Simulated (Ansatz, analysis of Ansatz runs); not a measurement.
## A hop of Ba in BaMgF4 (Cmc2_1), charge −2

How high is the barrier when Ba changes place in BaMgF4 (Cmc2_1)? The case: V_Ba hop (4.1 Å), charge −2, in a cell of 48 host atoms with 1 Ba taken out.

Main program and level: Ansatz 0.2.0; plane-wave PAW DFT, r2SCAN; nudged elastic band between two relaxed defect structures at fixed charge in a uniform background.

## (1) Starting point

The cell holds 47 atoms: 7 Ba, 8 Mg and 32 F. Its edges and angles: a = 8.249 Å, b = 11.635 Å, c = 7.529 Å, α = 90.0°, β = 105.9°, γ = 90.0°. It derives from BaMgF4 (space group Cmc2_1). Nearest the centre at fractional (0.426, 0.423, 0.706): F11 at 1.60 Å, F20 at 1.71 Å, F21 at 1.99 Å, Ba1 at 2.06 Å, Mg16 at 2.85 Å, F33 at 3.20 Å, Mg4 at 3.24 Å, F7 at 3.35 Å. The cell carries charge −2.

The cell's shortest repeat is 7.5 Å.

## (2) Relaxation of the start point, charge −2

A barrier is counted from a minimum, so both ends are relaxed first. Small random displacements break the symmetry of the ideal sites, so that the defect can distort if it gains by it. The charge of −2 is set by the electron count, and a uniform background keeps the cell neutral.

qm2.start/input.yaml reads:

```yaml
crystal:
  lattice:
    - [8.2488422, 0.0, 0.0]
    - [0.0, 0.0, -11.6348264]
    - [-2.06221055, 7.24118548, 0.0]
  atoms:
    - { symbol: Ba, position: [0.17599678, 0.4236653, 0.70398711] }
    - { symbol: Ba, position: [0.32400322, 0.1736653, 0.29601289] }
    - { symbol: Mg, position: [0.04292153, 0.40540708, 0.17168612] }
    - { symbol: Mg, position: [0.45707847, 0.15540708, 0.82831388] }
    - { symbol: F, position: [0.28952569, 0.40108554, 0.15810277] }
    - { symbol: F, position: [0.21047431, 0.15108554, 0.84189723] }
    - { symbol: F, position: [0.09802663, 0.30685847, 0.39210652] }
    - { symbol: F, position: [0.40197337, 0.05685847, 0.60789348] }
    - { symbol: F, position: [0.48767259, 0.00055987, 0.95069034] }
    - { symbol: F, position: [0.01232741, 0.25055987, 0.04930966] }
    - { symbol: F, position: [0.41652563, 0.28768375, 0.66610252] }
    - { symbol: F, position: [0.08347437, 0.03768375, 0.33389748] }
    - { symbol: Ba, position: [0.17599678, 0.9236653, 0.70398711] }
    - { symbol: Ba, position: [0.32400322, 0.6736653, 0.29601289] }
    - { symbol: Mg, position: [0.04292153, 0.90540708, 0.17168612] }
    - { symbol: Mg, position: [0.45707847, 0.65540708, 0.82831388] }
    - { symbol: F, position: [0.28952569, 0.90108554, 0.15810277] }
    - { symbol: F, position: [0.21047431, 0.65108554, 0.84189723] }
    - { symbol: F, position: [0.09802663, 0.80685847, 0.39210652] }
    - { symbol: F, position: [0.40197337, 0.55685847, 0.60789348] }
    - { symbol: F, position: [0.48767259, 0.50055987, 0.95069034] }
    - { symbol: F, position: [0.01232741, 0.75055987, 0.04930966] }
    - { symbol: F, position: [0.41652563, 0.78768375, 0.66610252] }
    - { symbol: F, position: [0.08347437, 0.53768375, 0.33389748] }
    - { symbol: Ba, position: [0.82400322, 0.1736653, 0.29601289] }
    - { symbol: Mg, position: [0.54292153, 0.40540708, 0.17168612] }
    - { symbol: Mg, position: [0.95707847, 0.15540708, 0.82831388] }
    - { symbol: F, position: [0.78952569, 0.40108554, 0.15810277] }
    - { symbol: F, position: [0.71047431, 0.15108554, 0.84189723] }
    - { symbol: F, position: [0.59802663, 0.30685847, 0.39210652] }
    - { symbol: F, position: [0.90197337, 0.05685847, 0.60789348] }
    - { symbol: F, position: [0.98767259, 0.00055987, 0.95069034] }
    - { symbol: F, position: [0.51232741, 0.25055987, 0.04930966] }
    - { symbol: F, position: [0.91652563, 0.28768375, 0.66610252] }
    - { symbol: F, position: [0.58347437, 0.03768375, 0.33389748] }
    - { symbol: Ba, position: [0.67599678, 0.9236653, 0.70398711] }
    - { symbol: Ba, position: [0.82400322, 0.6736653, 0.29601289] }
    - { symbol: Mg, position: [0.54292153, 0.90540708, 0.17168612] }
    - { symbol: Mg, position: [0.95707847, 0.65540708, 0.82831388] }
    - { symbol: F, position: [0.78952569, 0.90108554, 0.15810277] }
    - { symbol: F, position: [0.71047431, 0.65108554, 0.84189723] }
    - { symbol: F, position: [0.59802663, 0.80685847, 0.39210652] }
    - { symbol: F, position: [0.90197337, 0.55685847, 0.60789348] }
    - { symbol: F, position: [0.98767259, 0.50055987, 0.95069034] }
    - { symbol: F, position: [0.51232741, 0.75055987, 0.04930966] }
    - { symbol: F, position: [0.91652563, 0.78768375, 0.66610252] }
    - { symbol: F, position: [0.58347437, 0.53768375, 0.33389748] }
total_charge: -2
basis:
  ecutwfc: 500
  xc_grid: 2
hamiltonian:
  xc: r2scan
kpoints:
  mp_grid: { grid: [1, 1, 1] }
scf:
  occupations: { method: fixed }
  max_iter: 100
output:
  forces: true
relax:
  f_tol: 0.02
  max_steps: 70
  random_displacement: { amplitude: 0.03, seed: 5575 }
```

The run is started by

```bash
$ ansatz run input.yaml --threads 4 --pin off --max-ram 7536MiB --backend cpu --events-out ev --progress --plain --runs-dir out
```

What it wrote:

```text
The last accepted step is kept in <dir> (removed where the run ends without a failure and the disk answers)
Engine: ansatz 0.2.0, aarch64-unknown-linux-gnu
Pseudopotentials: kind: paw
Pseudopotential: Ba, paw, valence charge 10, recommended cutoff 500 eV (meta_gga), Ba.paw.azcp
Pseudopotential: Mg, paw, valence charge 10, recommended cutoff 500 eV (meta_gga), Mg.paw.azcp
Pseudopotential: F, paw, valence charge 7, recommended cutoff 500 eV (meta_gga), F.paw.azcp
Functional definition: r2SCAN
  parameter k0 = 0.174
  parameter k1 = 0.065
  parameter a1 = 4.9479
  exchange = r2scan_x(k0 = k0, k1 = k1, a1 = a1)
  correlation = r2scan_c
Crystal: 47 atoms, lattice volume = 694.964 Å³
Basis set: ecut = 500 eV, 17675 PW (Γ), exchange–correlation on 128×180×120 points (8 copies of the dense FFT grid, shifted against one another)
Bands: 235, of which v1, the nominal top of the filled ones, is band 188 counted from 1 (187 counted from 0)
Symmetry: 1 space group operations
k-points: 1
Non-local potential: Ba, projectors of the file, l = 0: 3, l = 1: 2, l = 2: 2, l = 3: 2
Non-local potential: Mg, projectors of the file, l = 0: 3, l = 1: 2, l = 2: 1
Non-local potential: F, projectors of the file, l = 0: 2, l = 1: 2, l = 2: 1
PAW form: soft (Blöchl's): semilocal exchange-correlation on the pseudo side does not see the compensation charge
PAW frozen core: Ba, regenerated for the run's functional (the file was generated under x = pbe(κ = 0.804, μ = 0.219515), c = pbe(β = 0.066725))
PAW frozen core: Mg, regenerated for the run's functional (the file was generated under x = pbe(κ = 0.804, μ = 0.219515), c = pbe(β = 0.066725))
PAW frozen core: F, regenerated for the run's functional (the file was generated under x = pbe(κ = 0.804, μ = 0.219515), c = pbe(β = 0.066725))
PAW one-centre angular grid: Ba, 302 points (default); XC on 160 Gauss nodes
PAW one-centre angular grid: Mg, 302 points (default); XC on 224 Gauss nodes
PAW one-centre angular grid: F, 302 points (default); XC on 160 Gauss nodes
Initial density: superposition of atomic densities (neutral atoms scaled as one to the charged cell's electrons: chi_scale 0, normalization atom), corrected by the library's trained network
Initial wavefunctions: pseudopotential atomic-orbital guess
Functional: x = r2scan, c = r2scan; τ floored in thin density (d = 2e-4 eV/Å³)
SCF iter   1: F=—  HF=-83152.146495 eV  |F-HF|=—  |Δ(HF+E_count)|=         —  Δρ=9.33e-3  dr2=6.13e-1  dr2_τ=9.35e-1  ethr=1.77e-3  ⟨swp⟩=6.0  Hψ=726  notcnv=0  defer=45
preconditioner: auto → Resta (q_TF=auto, 2.463 Å⁻¹)  ε∞=2.9  [insulator: Δε(μ)=6.848 eV  Ē_g=18.146 eV  n_scr=174 (ndim 8)  ℏωp=24.9 eV  f_vac=0.113  ε∞_Penn≈2.9]
SCF iter   2: F=—  HF=-83153.346380 eV  |F-HF|=—  |Δ(HF+E_count)|=    1.20e0  Δρ=4.43e-3  dr2=1.89e-1  dr2_τ=7.56e-3  ethr=1.63e-4  ⟨swp⟩=4.0  Hψ=416  notcnv=0  defer=45
SCF iter   3: F=—  HF=-83153.291976 eV  |F-HF|=—  |Δ(HF+E_count)|=   5.44e-2  Δρ=2.28e-3  dr2=2.90e-2  dr2_τ=2.69e-3  ethr=5.02e-5  ⟨swp⟩=4.0  Hψ=318  notcnv=0  defer=45
SCF iter   4: F=—  HF=-83153.285602 eV  |F-HF|=—  |Δ(HF+E_count)|=   6.37e-3  Δρ=5.43e-4  dr2=1.73e-3  dr2_τ=1.20e-4  ethr=7.73e-6  ⟨swp⟩=3.0  Hψ=345  notcnv=0  defer=45
SCF iter   5: F=—  HF=-83153.287464 eV  |F-HF|=—  |Δ(HF+E_count)|=   1.86e-3  Δρ=2.76e-4  dr2=3.43e-4  dr2_τ=2.99e-5  ethr=4.61e-7  ⟨swp⟩=2.0  Hψ=408  notcnv=0  defer=45
SCF iter   6: F=—  HF=-83153.287513 eV  |F-HF|=—  |Δ(HF+E_count)|=   4.91e-5  Δρ=7.42e-5  dr2=4.37e-5  dr2_τ=3.45e-6  ethr=9.13e-8  ⟨swp⟩=3.0  Hψ=344  notcnv=0  defer=45
SCF iter   7: F=-83153.287576 eV  HF=-83153.287564 eV  |F-HF|=1.18e-5  |Δ(HF+E_count)|=   5.10e-5  Δρ=2.95e-5  dr2=6.88e-6  dr2_τ=4.43e-7  ethr=2.66e-9  ⟨swp⟩=5.0  Hψ=814  notcnv=0
SCF 1 converged in 7 iterations: F = -83153.287576 eV  dr2 = 6.88e-6
  greatest PAW one-centre occupation: 1.000 electrons in one spin orbital (limit 2), on the Mg atom at site 38 (counted from 0), in its partial waves of l = 0
relax step   1: F+E_penalty+E_count = -83153.28757613 eV  Δ(F+E_penalty+E_count) = +0.000e0 eV  max|allowed force component| = 2.098e0 eV/Å  Δτ_max = 0.0000 Å  (7 SCF iters, dr2 threshold 1.00e-5 eV, accepted)
[... the SCF cycles and remarks between the steps are left out from here to the last step ...]
relax step   2: F+E_penalty+E_count = -83154.27936448 eV  Δ(F+E_penalty+E_count) = -9.918e-1 eV  max|allowed force component| = 1.113e0 eV/Å  Δτ_max = 0.1949 Å  (7 SCF iters, dr2 threshold 1.00e-4 eV, accepted)
relax step   3: F+E_penalty+E_count = -83154.68853769 eV  Δ(F+E_penalty+E_count) = -4.092e-1 eV  max|allowed force component| = 6.721e-1 eV/Å  Δτ_max = 0.1279 Å  (6 SCF iters, dr2 threshold 7.75e-5 eV, accepted)
relax step   4: F+E_penalty+E_count = -83154.82087327 eV  Δ(F+E_penalty+E_count) = -1.323e-1 eV  max|allowed force component| = 3.130e-1 eV/Å  Δτ_max = 0.1171 Å  (6 SCF iters, dr2 threshold 1.00e-4 eV, accepted)
relax step   5: F+E_penalty+E_count = -83154.78391997 eV  Δ(F+E_penalty+E_count) = +3.695e-2 eV  max|allowed force component| = 2.447e-1 eV/Å  Δτ_max = 0.2000 Å  (6 SCF iters, dr2 threshold 2.13e-5 eV, rejected (line search))
relax step   6: F+E_penalty+E_count = -83154.85890912 eV  Δ(F+E_penalty+E_count) = -3.804e-2 eV  max|allowed force component| = 2.514e-2 eV/Å  Δτ_max = 0.0603 Å  (8 SCF iters, accepted)
SCF iter   1: F=—  HF=-83154.836874 eV  |F-HF|=—  |Δ(HF+E_count)|=         —  Δρ=1.40e-3  dr2=7.16e-3  dr2_τ=1.50e-1  ethr=2.26e-5  ⟨swp⟩=5.0  Hψ=469  notcnv=0  defer=45
SCF iter   2: F=—  HF=-83154.859423 eV  |F-HF|=—  |Δ(HF+E_count)|=   2.25e-2  Δρ=5.30e-4  dr2=1.26e-3  dr2_τ=1.72e-4  ethr=1.91e-6  ⟨swp⟩=3.0  Hψ=411  notcnv=0  defer=45
SCF iter   3: F=—  HF=-83154.859371 eV  |F-HF|=—  |Δ(HF+E_count)|=   5.19e-5  Δρ=1.73e-4  dr2=1.34e-4  dr2_τ=1.95e-5  ethr=3.36e-7  ⟨swp⟩=2.0  Hψ=379  notcnv=0  defer=45
SCF iter   4: F=—  HF=-83154.859428 eV  |F-HF|=—  |Δ(HF+E_count)|=   5.66e-5  Δρ=5.52e-5  dr2=1.50e-5  dr2_τ=1.97e-6  ethr=3.57e-8  ⟨swp⟩=2.0  Hψ=380  notcnv=0  defer=41
SCF iter   5: F=—  HF=-83154.860335 eV  |F-HF|=—  |Δ(HF+E_count)|=   9.08e-4  Δρ=1.62e-5  dr2=1.36e-6  dr2_τ=1.40e-7  ethr=3.99e-9  ⟨swp⟩=2.0  Hψ=349  notcnv=0  defer=41
SCF iter   6: F=-83154.860336 eV  HF=-83154.860336 eV  |F-HF|=3.46e-8  |Δ(HF+E_count)|=   9.76e-7  Δρ=3.45e-6  dr2=5.19e-8  dr2_τ=6.66e-9  ethr=2.66e-11  ⟨swp⟩=3.0  Hψ=962  notcnv=0
SCF 7 converged in 6 iterations: F = -83154.860336 eV  dr2 = 5.19e-8
relax step   7: F+E_penalty+E_count = -83154.86033631 eV  Δ(F+E_penalty+E_count) = -1.427e-3 eV  max|allowed force component| = 5.688e-3 eV/Å  Δτ_max = 0.0181 Å  (6 SCF iters, accepted)
SCF converged after 6 iterations
the last check of whether an eigenvalue changes by more than its tolerance under the output density was not made (final_scf_spared)
Free energy (F): -83154.860336 eV
Harris-Foulkes:  -83154.860336 eV  (|F-HF|=3.46e-8)
Internal energy: -83154.860336 eV  (E = F + TS)
E sigma→0 (E₀):  -83154.860336 eV
Fermi energy:    2.536224 eV
--- Per-component energies (eV) ---
  E_band       = -4413.870546
  E_kinetic    = 8521.827221
  E_local      = -36987.095430  (includes V_loc(G=0)·N_el)
  E_nonlocal   = 3484.887658
  E_hartree    = 14086.453648
  E_xc         = -3903.384263
  E_vxc        = -5141.892644  (∫ρ·V_xc dr)
  E_paw        = -45631.530257  (= ΣΔE_a)
  E_vpaw       = -2816.105631  (= ΣTr[D̂ρ^β])
  E_aug_tail   = 0.033093  (compensation charges beyond the density's cutoff)
  E_vtau       = 351.571338  (kinetic-family band-sum trace: ∫τ·v_τ [+ j·A + Jᵃ·Aᵃ] dr)
  E_ewald      = -22725.330723
  E_core_change = -0.721283  (= ΣΔE_core)
  E_smearing   = -0.000000  (= −TS)
  E_closure    = 0.000000  (closes the sum)
  E_deformation_potential = -28.057064  (in the stress; not in F)
  Σ components = -83154.860336   (vs F -83154.860336, Δ=0.00e0)
--- Forces (eV/Å), atoms counted from 1 ---
  atom   1  Ba     0.00096010    -0.00100364     0.00095715
  atom   2  Ba    -0.00166266     0.00001187    -0.00020207
  [... 1 atom left out ...]
  atom   4  Mg    -0.00204643    -0.00013780    -0.00004566
  [... 2 atoms left out ...]
  atom   7  F     -0.00099471     0.00225493    -0.00212777
  [... 3 atoms left out ...]
  atom  11  F      0.00019918     0.00117062    -0.00061154
  [... 4 atoms left out ...]
  atom  16  Mg     0.00382831     0.00408525    -0.00215702
  [... 3 atoms left out ...]
  atom  20  F     -0.00224529     0.00333447     0.00022992
  atom  21  F     -0.00084853    -0.00084392     0.00042775
  [... 4 atoms left out ...]
  atom  26  Mg    -0.00492763     0.00171935     0.00069117
  [... 3 atoms left out ...]
  atom  30  F      0.00175360    -0.00570861     0.00214996
  [... 2 atoms left out ...]
  atom  33  F     -0.00167583    -0.00026278     0.00061294
  [... 14 atoms left out ...]
  max |Σ_I F_I| component: 1.26e-3 eV/Å
--- Relaxed structure (7 steps of the walk, 6 accepted, 0 SCFs on fresh bases) ---
  F+E_penalty+E_count = -83154.86033631 eV   max|allowed force component| = 5.688e-3 eV/Å
  atoms:
    - { symbol: Ba, position: [0.177666, 0.427990, 0.699859] }
    - { symbol: Ba, position: [0.329833, 0.181078, 0.312528] }
    [... 1 atom left out ...]
    - { symbol: Mg, position: [0.460183, 0.153001, 0.828435] }
    [... 2 atoms left out ...]
    - { symbol: F, position: [0.098378, 0.314474, 0.384406] }
    [... 3 atoms left out ...]
    - { symbol: F, position: [0.390430, 0.273069, 0.654382] }
    [... 4 atoms left out ...]
    - { symbol: Mg, position: [0.463902, 0.652374, 0.822897] }
    [... 3 atoms left out ...]
    - { symbol: F, position: [0.382889, 0.566900, 0.596887] }
    - { symbol: F, position: [0.473477, 0.504120, 0.947690] }
    [... 4 atoms left out ...]
    - { symbol: Mg, position: [0.544202, 0.406420, 0.165107] }
    [... 3 atoms left out ...]
    - { symbol: F, position: [0.593186, 0.309266, 0.383219] }
    [... 2 atoms left out ...]
    - { symbol: F, position: [0.518120, 0.247829, 0.047652] }
    [... 14 atoms left out ...]
```

Wall time 50 s (4 threads of Arm Neoverse V1, shared host); peak memory 1.1 GiB.

Step by step:

| step | energy less that of the first step (eV) | largest force component (eV/Å) |
| --- | --- | --- |
| 1 | 0.0000 | 2.0981 |
| 2 | -0.9918 | 1.1134 |
| 3 | -1.4010 | 0.6721 |
| 4 | -1.5333 | 0.3130 |
| 5 | -1.4963 | 0.2447 |
| 6 | -1.5713 | 0.0251 |
| 7 | -1.5728 | 0.0057 |

Relaxation step 5 was tried and not accepted.

The atoms that moved most (Å, from the sites as typed, ahead of the random displacement, the mean shift of all atoms taken out):

```csv
atom,dx,dy,dz,length
F11,-0.193,-0.085,0.172,0.272
F34,0.199,-0.050,0.157,0.259
F47,-0.016,-0.214,-0.111,0.242
F41,0.003,0.070,-0.224,0.235
Ba25,-0.024,0.180,-0.122,0.219
F6,-0.003,0.132,0.168,0.213
F20,-0.137,-0.080,-0.115,0.196
Ba13,0.004,0.159,0.107,0.192
```

Neighbours of Ba1 at the end:

```
atom  distance (Å)
 F11         2.603
 F20         2.607
 F34         2.614
 F43         2.623
  F7         2.639
 F21         2.780
 F44         2.839
 F18         2.947
```

This step gave:

```yaml
free_energy: -83154.8603 eV
largest_move_from_the_ideal_geometry_of_this_structure_a_common_shift_of_the_far_atoms_taken_out: 0.2740 Å
```

The relaxation gained 1.573 eV and ended with a largest force component of 0.0057 eV/Å.

## (3) Relaxation of the end point, charge −2

The end point is relaxed in the same cell and settings, so that the two energies compare.

qm2.end/input.yaml reads:

```yaml
crystal:
  lattice:
    - [8.2488422, 0.0, 0.0]
    - [0.0, 0.0, -11.6348264]
    - [-2.06221055, 7.24118548, 0.0]
  atoms:
    - { symbol: Ba, position: [0.67688, 0.422315, 0.707521] }
    - { symbol: Ba, position: [0.32400322, 0.1736653, 0.29601289] }
[... 1 atom line left out ...]
    - { symbol: Mg, position: [0.45707847, 0.15540708, 0.82831388] }
[... 2 atom lines left out ...]
    - { symbol: F, position: [0.09802663, 0.30685847, 0.39210652] }
[... 3 atom lines left out ...]
    - { symbol: F, position: [0.41652563, 0.28768375, 0.66610252] }
[... 4 atom lines left out ...]
    - { symbol: Mg, position: [0.45707847, 0.65540708, 0.82831388] }
[... 1 atom line left out ...]
    - { symbol: F, position: [0.21047431, 0.65108554, 0.84189723] }
[... 1 atom line left out ...]
    - { symbol: F, position: [0.40197337, 0.55685847, 0.60789348] }
    - { symbol: F, position: [0.48767259, 0.50055987, 0.95069034] }
[... 4 atom lines left out ...]
    - { symbol: Mg, position: [0.54292153, 0.40540708, 0.17168612] }
[... 3 atom lines left out ...]
    - { symbol: F, position: [0.59802663, 0.30685847, 0.39210652] }
[... 2 atom lines left out ...]
    - { symbol: F, position: [0.51232741, 0.25055987, 0.04930966] }
[... 7 atom lines left out ...]
    - { symbol: F, position: [0.71047431, 0.65108554, 0.84189723] }
[... 5 atom lines left out ...]
    - { symbol: F, position: [0.58347437, 0.53768375, 0.33389748] }
total_charge: -2
basis:
  ecutwfc: 500
  xc_grid: 2
hamiltonian:
  xc: r2scan
kpoints:
  mp_grid: { grid: [1, 1, 1] }
scf:
  occupations: { method: fixed }
  max_iter: 100
output:
  forces: true
relax:
  f_tol: 0.02
  max_steps: 70
  random_displacement: { amplitude: 0.03, seed: 5575 }
```

What it wrote:

```text
[...]
Crystal: 47 atoms, lattice volume = 694.964 Å³
Basis set: ecut = 500 eV, 17675 PW (Γ), exchange–correlation on 128×180×120 points (8 copies of the dense FFT grid, shifted against one another)
Bands: 235, of which v1, the nominal top of the filled ones, is band 188 counted from 1 (187 counted from 0)
Symmetry: 1 space group operations
k-points: 1
[...]
SCF iter   1: F=—  HF=-83152.130246 eV  |F-HF|=—  |Δ(HF+E_count)|=         —  Δρ=9.37e-3  dr2=6.18e-1  dr2_τ=9.34e-1  ethr=1.77e-3  ⟨swp⟩=6.0  Hψ=752  notcnv=0  defer=45
[...]
SCF iter   7: F=-83153.270853 eV  HF=-83153.270841 eV  |F-HF|=1.21e-5  |Δ(HF+E_count)|=   4.88e-5  Δρ=2.63e-5  dr2=6.25e-6  dr2_τ=3.73e-7  ethr=2.66e-9  ⟨swp⟩=5.0  Hψ=817  notcnv=0
SCF 1 converged in 7 iterations: F = -83153.270853 eV  dr2 = 6.25e-6
[...]
[... 14 atoms left out ...]
  max |Σ_I F_I| component: 7.31e-4 eV/Å
--- Relaxed structure (6 steps of the walk, 6 accepted, 0 SCFs on fresh bases) ---
  F+E_penalty+E_count = -83154.85968327 eV   max|allowed force component| = 1.176e-2 eV/Å
  atoms:
    - { symbol: Ba, position: [0.677617, 0.427576, 0.700300] }
    - { symbol: Ba, position: [0.327509, 0.184057, 0.320048] }
    [... 1 atom left out ...]
    - { symbol: Mg, position: [0.455117, 0.152385, 0.830348] }
[...]
- { symbol: F, position: [0.093462, 0.308836, 0.382887] }
[...]
- { symbol: F, position: [0.438497, 0.274485, 0.658893] }
[...]
- { symbol: Mg, position: [0.449459, 0.653669, 0.823181] }
[...]
- { symbol: F, position: [0.417933, 0.566386, 0.599227] }
    - { symbol: F, position: [0.501770, 0.507834, 0.951609] }
    [... 4 atoms left out ...]
    - { symbol: Mg, position: [0.536181, 0.405847, 0.158048] }
    [... 3 atoms left out ...]
    - { symbol: F, position: [0.598211, 0.314295, 0.384582] }
    [... 2 atoms left out ...]
    - { symbol: F, position: [0.507527, 0.246664, 0.051332] }
    [... 14 atoms left out ...]
[key lines of the parts left out:]
SCF converged after 7 iterations
Free energy (F): -83154.859683 eV
Fermi energy:    2.535303 eV
```

Elapsed: 43 s, on 4 threads; peak memory 1.1 GiB.

Relaxation path:

```csv
step,energy less that of the first step (eV),largest force component (eV/Å)
1,0.0000,2.1999
2,-1.0300,0.9284
3,-1.4229,0.6605
4,-1.5209,0.2360
5,-1.5857,0.0407
6,-1.5888,0.0118
```

The atoms that moved most (Å, from the sites as typed, ahead of the random displacement, the mean shift of all atoms taken out):

```csv
atom,dx,dy,dz,length
F34,-0.189,-0.087,0.170,0.268
F11,0.194,-0.053,0.155,0.254
F18,0.003,0.064,-0.228,0.237
F24,-0.014,-0.208,-0.109,0.235
Ba2,-0.023,0.174,-0.119,0.212
F29,-0.003,0.113,0.165,0.200
F43,-0.142,-0.078,-0.114,0.198
F20,0.147,-0.063,-0.109,0.194
```

Neighbours of Ba1 at the end:

| atom | distance (Å) |
| --- | --- |
| F34 | 2.604 |
| F43 | 2.607 |
| F11 | 2.612 |
| F20 | 2.624 |
| F30 | 2.639 |
| F44 | 2.783 |
| F21 | 2.839 |
| F41 | 2.951 |

This step gave:

```
free energy                                                                                       : -83154.8597 eV
largest move from the ideal geometry of this structure, a common shift of the far atoms taken out : 0.2686 Å
```

The relaxation gained 1.589 eV and ended with a largest force component of 0.012 eV/Å. The end lies within 1 meV of the start.

(Continued in part 2 of 3.)

[Long decimals in the printed logs are rounded to 6 places.]

[Repeated set-up lines and some long k-point lines are left out of the logs, and relaxed atomic positions are cut to six decimals.]

[Logs are printed without paths, hosts, clocks, repeated set-up lines and the standing remarks that a program may print on its own settings, such as how far it seeks lower states.]

[Hosts, paths, dates, database ids (printed as entryN), source tags and the programs' standing remarks are cut or masked in the printed files.]
